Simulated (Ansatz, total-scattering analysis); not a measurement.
## Assigning the peaks of a pair distribution function

The sample: aqueous CsF (28 H2O, 3 Cs+ and 3 F-; O 31.1, H 62.2, Cs 3.3, F 3.3 atom %) at 330 K, fixed volume (mean pressure 0.6 GPa), ρ₀ = 0.0903 Å⁻³. The data come from ab initio molecular dynamics with Ansatz (revPBE-D3(BJ), plane waves, PAW default files, Langevin thermostat, no spin, fixed volume, H with the mass of D). The average runs over 0.69 ps of 90 atoms, so shells between rare elements are rough. Mean temperature 338 K, largest m.s.d. 1.06 Å², energy drift -8 meV an atom (last third less first), Langevin friction 10 ps⁻¹; the first quarter of the run is discarded. Start: last frame of a classical run of this cell at the same density and temperature. So short a stretch relaxes bonds and nearest shells but still remembers its start. It is a liquid as far as so short a run tells. The potential energy falls by 8 meV an atom from the first to the last third of the average, so the sample is relaxing or ordering and this is no equilibrium average.

S(Q) is the Faber–Ziman total, Σ ci cj fi fj (Sij − 1)/⟨f⟩² + 1. Below 4 Å⁻¹ the partials are summed on the cell's own reciprocal vectors (from 0.63 Å⁻¹) and folded with a Gaussian of σ = 0.14 Å⁻¹; above it they are transforms of g(r) out to 6.8 Å, tapered over the last 40 %. The fold lowers sharp peaks, and with so few vectors their positions are good to about 0.1 Å⁻¹. X-rays take neutral-atom form factors, neutrons coherent lengths (O 5.8037, H 6.6681, Cs 5.42, F 5.654 fm). Hydrogen is taken as deuterium. G(r) = 4πrρ₀[g(r) − 1] carries the resolution of a Lorch-windowed transform up to 20 Å⁻¹. The patterns are simulated, not measured. The potential energy falls by 8 meV an atom from the first to the last third of the average, so the sample is relaxing or ordering and this is no equilibrium average. The cell is small: beyond half the box only the part of each shell inside it is counted, and low-Q values rest on few vectors.

```csv
Q (Å⁻¹),X-ray,neutron
0.6,-1.85,0.60
0.9,-2.00,0.91
1.2,-0.76,0.51
1.5,0.42,0.70
1.8,0.47,1.44
2.1,1.61,1.68
2.4,2.33,1.58
2.7,1.33,1.06
3.0,1.25,0.86
3.3,0.15,0.76
3.6,0.58,0.79
3.9,1.01,0.86
4.2,1.48,0.91
4.5,1.15,0.88
4.8,0.90,0.83
5.1,0.96,0.80
5.4,0.93,0.82
5.7,0.82,0.87
6.0,0.95,0.92
6.3,1.18,0.97
6.6,1.13,1.00
6.9,0.92,1.03
7.2,0.90,1.07
7.5,1.03,1.11
7.8,1.04,1.14
8.1,0.96,1.15
8.4,1.00,1.16
8.7,1.10,1.15
9.0,1.05,1.11
9.3,0.90,1.06
9.6,0.90,1.02
9.9,1.04,0.97
10.2,1.09,0.92
10.5,1.01,0.88
10.8,0.96,0.86
11.1,0.99,0.86
11.4,1.00,0.88
11.7,0.99,0.91
12.0,0.99,0.94
```

G(r):

X-ray, r (Å) and value: 0.6 -0.45, 0.7 -0.48, 0.8 -0.50, 0.9 -0.54, 1.0 -0.62, 1.1 -0.75, 1.2 -0.92, 1.3 -1.09, 1.4 -1.24, 1.5 -1.38, 1.6 -1.50, 1.7 -1.61, 1.8 -1.73, 1.9 -1.84, 2.0 -1.95, 2.1 -2.05, 2.2 -2.14, 2.3 -2.19, 2.4 -2.15, 2.5 -1.93, 2.6 -1.53, 2.7 -1.12, 2.8 -0.65, 2.9 0.16, 3.0 1.39, 3.1 2.53, 3.2 2.92, 3.3 2.56, 3.4 1.82, 3.5 1.13, 3.6 0.62, 3.7 0.24, 3.8 -0.07, 3.9 -0.42, 4.0 -0.82, 4.1 -1.10, 4.2 -1.09, 4.3 -0.85, 4.4 -0.44, 4.5 -0.12, 4.6 -0.26, 4.7 -0.65, 4.8 -0.35, 4.9 0.83, 5.0 2.11, 5.1 2.80, 5.2 2.77, 5.3 1.83, 5.4 0.04, 5.5 -1.44, 5.6 -1.66, 5.7 -1.15, 5.8 -0.70, 5.9 -0.55, 6.0 -0.66

neutron, r (Å) and value: 0.6 -0.73, 0.7 -0.90, 0.8 0.27, 0.9 2.44, 1.0 3.24, 1.1 1.60, 1.2 -0.71, 1.3 -1.51, 1.4 -0.83, 1.5 -0.05, 1.6 0.10, 1.7 -0.24, 1.8 -0.69, 1.9 -0.90, 2.0 -0.85, 2.1 -0.78, 2.2 -0.78, 2.3 -0.79, 2.4 -0.80, 2.5 -0.78, 2.6 -0.63, 2.7 -0.41, 2.8 -0.17, 2.9 0.10, 3.0 0.38, 3.1 0.63, 3.2 0.82, 3.3 0.94, 3.4 0.94, 3.5 0.84, 3.6 0.71, 3.7 0.58, 3.8 0.45, 3.9 0.32, 4.0 0.18, 4.1 0.06, 4.2 0.00, 4.3 -0.04, 4.4 -0.08, 4.5 -0.11, 4.6 -0.16, 4.7 -0.23, 4.8 -0.31, 4.9 -0.35, 5.0 -0.34, 5.1 -0.27, 5.2 -0.21, 5.3 -0.21, 5.4 -0.25, 5.5 -0.25, 5.6 -0.21, 5.7 -0.14, 5.8 -0.04, 5.9 0.11, 6.0 0.25

**Question.** Which pairs make the maxima of G(r) below 4.5 Å, and what can the data say of the number of neighbours?

Each pair enters with the weight ci cj fi fj (2 − δij)/⟨f⟩², taking f = Z for X-rays at Q = 0: H–H 0.01 / 0.43; O–H 0.11 / 0.37; O–Cs 0.33 / 0.02; O–O 0.23 / 0.08; Cs–Cs 0.12 / 0.00; H–Cs 0.08 / 0.04; O–F 0.05 / 0.02; Cs–F 0.04 / 0.00 (X-ray / neutron).

| radiation | maximum (Å) | G (Å⁻²) | pairs that make it (share of the curvature of G, each pair at the same resolution) |
| --- | --- | --- | --- |
| X-ray | 3.20 | 2.94 | O–Cs 94 % |
| X-ray | 4.52 | -0.10 | Cs–Cs 59 %, O–Cs 36 % |
| neutron | 0.98 | 3.34 | O–H 100 % |
| neutron | 1.57 | 0.13 | H–H 98 % |
| neutron | 3.35 | 0.95 | O–H 80 %, H–Cs 12 % |

The first neutron peak is mostly one pair, so its area estimates the neighbours: ∫ r [G + 4πρ₀r] dr from 0.53 to 1.26 Å is 1.21, and times c(H)/weight = 0.622/0.375 gives 2.0 H around each O; the count from the coordinates is 2.00.

From the coordinates:

| pair | first peak (Å) | g there | first minimum (Å) | g there | neighbours | kind |
| --- | --- | --- | --- | --- | --- | --- |
| O–H | 0.98 | 31.6 | 1.26 | 0.01 | 2.0 H per O, 1.0 O per H | within molecules |
| H–H | 1.55 | 3.7 | 1.82 | 0.17 | 1.0 | within molecules |
| H–F | 1.73 | 5.1 | 2.56 | 0.16 | 0.3 F per H, 5.5 H per F | between molecules |
| O–F | 2.70 | 4.6 | 3.54 | 0.23 | 0.6 F per O, 5.8 O per F | between molecules |
| O–O | 2.75 | 2.1 | 4.16 | 0.92 | no clear end of the shell | between molecules |
| Cs–F | 3.06 | 2.8 | 3.54 | 0.26 | 0.2 F per Cs, 0.2 Cs per F | between molecules |
| O–Cs | 3.15 | 3.6 | 4.16 | 0.32 | 0.9 Cs per O, 8.7 O per Cs | between molecules |
| H–Cs | 3.60 | 2.2 | 4.84 | 0.65 | 1.4 Cs per H, 26.0 H per Cs | between molecules |

Distances within molecules give the sharpest pair functions, and with hydrogen they rule the neutron S(Q) at high Q: O–H 0.98 Å and H–H 1.55 Å (first peaks only). Between molecules or ions, shells with a clear end include O–F at 2.70 Å (0.6 F per O, 5.8 O per F), Cs–F at 3.06 Å (0.2 F per Cs, 0.2 Cs per F) and O–Cs at 3.15 Å (0.9 Cs per O, 8.7 O per Cs). Cs holds 8.7 O and 0.2 F in its first shell, 8.9 in all; contact pairs exchange slowly and may come from the start. On the last frame 89 % of the H on O, N or F point at an acceptor of another molecule or at an anion within hydrogen-bond range (2.35 Å to O, N, F; 2.85 Å to Cl, Br, I).

[Logs are printed without paths, hosts, clocks, repeated set-up lines and the standing remarks that a program may print on its own settings, such as how far it seeks lower states.]
